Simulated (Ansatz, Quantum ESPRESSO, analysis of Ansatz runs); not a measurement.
# Li5AuO4 (C2/m), nudged elastic band: V_Li hop (2.4 Å) (q = −1), part 2 of 5

Aim: the barrier of one jump in Li5AuO4 (C2/m) at charge −1: V_Li hop (2.4 Å). The model is a cell of 80 host atoms with 1 Li taken out; Li is the atom that moves.

Ansatz 0.2.0; plane-wave PAW DFT, PBEsol; nudged elastic band between two relaxed defect structures at fixed charge in a uniform background.

So far: Starting point; Relaxation of the start point, charge −1.

## (3) Relaxation of the end point, charge −1

Level of this step: plane-wave PAW DFT, PBEsol; relaxation of all atoms of a defect supercell at fixed charge in a uniform background (Ansatz).

The end point is relaxed in the same cell and settings, so that the two energies compare. Atoms more than 3.2 Å from the middle of the hop start where the first relaxation left them, the nearer ones on or close to their ideal places, with small random displacements.

qm1.end/input.yaml

```yaml
crystal:
  lattice:
    - [9.40268524, 0.0, -0.02548652]
    - [0.0, 9.40405317, 0.0]
    - [-2.07562506, 0.0, 9.16358709]
  atoms:
    - { symbol: Li, position: [-0.00025369, 0.79127076, 0.24944048] }
    - { symbol: Li, position: [0.25, 0.2924353, 0.25] }
[... 12 atom lines left out ...]
    - { symbol: O, position: [0.12210138, 0.35260183, 0.37490926] }
[... 4 atom lines left out ...]
    - { symbol: O, position: [0.37210138, 0.14739817, 0.37490926] }
[... 1 atom line left out ...]
    - { symbol: Li, position: [0.25, 0.2924353, 0.75] }
[... 3 atom lines left out ...]
    - { symbol: Li, position: [0.5, 0.282672, 0.5] }
[... 3 atom lines left out ...]
    - { symbol: Li, position: [0.25, 0.5, 0.5] }
[... 3 atom lines left out ...]
    - { symbol: O, position: [0.37789862, 0.35260183, 0.62509074] }
[... 12 atom lines left out ...]
    - { symbol: Li, position: [0.5, 0.2075647, 0.25] }
[... 7 atom lines left out ...]
    - { symbol: O, position: [0.62210138, 0.35260183, 0.37490926] }
[... 10 atom lines left out ...]
    - { symbol: Li, position: [0.5, 0.2075647, 0.75] }
[... 1 atom line left out ...]
    - { symbol: Li, position: [0.5, 0.0, 0.5] }
[... 7 atom lines left out ...]
    - { symbol: O, position: [0.62789862, 0.14739817, 0.62509074] }
[... 2 atom lines left out ...]
    - { symbol: O, position: [0.87161417, 0.146138, 0.8759204] }
total_charge: -1
basis:
  ecutwfc: 420
  xc_grid: 2
hamiltonian:
  xc: pbesol
kpoints:
  mp_grid: { grid: [1, 1, 1], shift: [0.25, 0.25, 0.25] }
scf:
  occupations: { method: fixed }
  max_iter: 150
output:
  forces: true
relax:
  f_tol: 0.02
  max_steps: 70
  random_displacement: { amplitude: 0.01, seed: 5759 }
```

On the command line:

```console
ansatz run input.yaml --threads 4 --pin off --max-ram 15073MiB --backend cpu --events-out ev --progress --plain --runs-dir out
```

Numbers of over 12 decimals in the logs are rounded to 6 here.

What it wrote:

```text
[...]
Crystal: 79 atoms, lattice volume = 809.778 Å³
Basis set: ecut = 420 eV, 15817 PW (Γ), exchange–correlation on 128×128×128 points (8 copies of the dense FFT grid, shifted against one another)
Bands: 310, of which v1, the nominal top of the filled ones, is band 231 counted from 1 (230 counted from 0)
Symmetry: 1 space group operations
k-points: 1
[...]
SCF iter   1: F=—  HF=-129955.234156 eV  |F-HF|=—  |Δ(HF+E_count)|=         —  Δρ=1.70e-2  dr2=1.86e0  ethr=1.77e-3  ⟨swp⟩=6.0  Hψ=1040  notcnv=0  defer=75
[...]
SCF iter   9: F=-129954.688043 eV  HF=-129954.688043 eV  |F-HF|=2.69e-8  |Δ(HF+E_count)|=   1.09e-6  Δρ=8.93e-6  dr2=6.78e-7  ethr=2.16e-9  ⟨swp⟩=4.0  Hψ=769  notcnv=0
SCF 1 converged in 9 iterations: F = -129954.688043 eV  dr2 = 6.78e-7
[...]
max |Σ_I F_I| component: 7.08e-5 eV/Å
--- Relaxed structure (4 steps of the walk, 4 accepted, 0 SCFs on fresh bases) ---
  F+E_penalty+E_count = -129955.43879077 eV   max|allowed force component| = 1.142e-2 eV/Å
  atoms:
    - { symbol: Li, position: [-0.000937, 0.793916, 0.249664] }
    - { symbol: Li, position: [0.255092, 0.283786, 0.263370] }
[...]
- { symbol: O, position: [0.120615, 0.358300, 0.370395] }
[...]
- { symbol: O, position: [0.387157, 0.137883, 0.361381] }
    [... 1 atom left out ...]
    - { symbol: Li, position: [0.244787, 0.283795, 0.735865] }
[...]
- { symbol: Li, position: [0.482205, 0.274710, 0.495951] }
[...]
- { symbol: Li, position: [0.249933, 0.492128, 0.499643] }
    [... 3 atoms left out ...]
    - { symbol: O, position: [0.379245, 0.358367, 0.628846] }
    [... 31 atoms left out ...]
    - { symbol: Li, position: [0.495209, 0.210151, 0.746780] }
    [... 1 atom left out ...]
    - { symbol: Li, position: [0.499078, 0.000785, 0.496530] }
    [... 7 atoms left out ...]
    - { symbol: O, position: [0.626446, 0.149081, 0.625536] }
    [... 3 atoms left out ...]
[key lines of the parts left out:]
SCF converged after 8 iterations
Free energy (F): -129955.438791 eV
Fermi energy:    5.302442 eV
```

It took 44 s on 4 threads of Arm Neoverse V1, shared host; peak memory 1.4 GiB.

Relaxation path:

| step | energy less that of the first step (eV) | largest force component (eV/Å) |
| --- | --- | --- |
| 1 | 0.0000 | 1.1664 |
| 2 | -0.5368 | 0.5725 |
| 3 | -0.7408 | 0.0749 |
| 4 | -0.7507 | 0.0114 |

The atoms that moved most (Å, from the sites as typed, ahead of the random displacement, the mean shift of all atoms taken out):

| atom | dx | dy | dz | length |
| --- | --- | --- | --- | --- |
| O20 | 0.169 | -0.090 | -0.122 | 0.227 |
| O37 | -0.169 | -0.089 | 0.119 | 0.225 |
| Li26 | -0.160 | -0.075 | -0.035 | 0.180 |
| Li65 | 0.156 | -0.062 | 0.032 | 0.171 |
| Li23 | 0.156 | -0.062 | 0.032 | 0.171 |
| Li22 | -0.020 | -0.082 | -0.127 | 0.153 |
| Li2 | 0.019 | -0.082 | 0.124 | 0.150 |
| Li47 | 0.059 | 0.021 | -0.041 | 0.075 |

Neighbours of Li26 at the end:

| atom | distance (Å) |
| --- | --- |
| O20 | 1.884 |
| O34 | 1.912 |
| O76 | 1.995 |
| O55 | 2.054 |
| Li66 | 2.410 |
| Li47 | 2.489 |
| Li65 | 2.561 |
| Li68 | 2.581 |

Read from the output:

```
free energy                                                                                       : -129955.4388 eV
r.m.s. move of the farther half of the atoms                                                      : 0.02233 Å
largest move from the ideal geometry of this structure, a common shift of the far atoms taken out : 0.2342 Å
```

The relaxation gained 0.751 eV and ended with a largest force component of 0.011 eV/Å. The end lies within 1 meV of the start.

(Part 2 of 5 ends here.)

[Logs are printed without paths, hosts, clocks, repeated set-up lines and the standing remarks that a program may print on its own settings, such as how far it seeks lower states.]

[Hosts, paths, dates, database ids (printed as entryN), source tags and the programs' standing remarks are cut or masked in the printed files.]
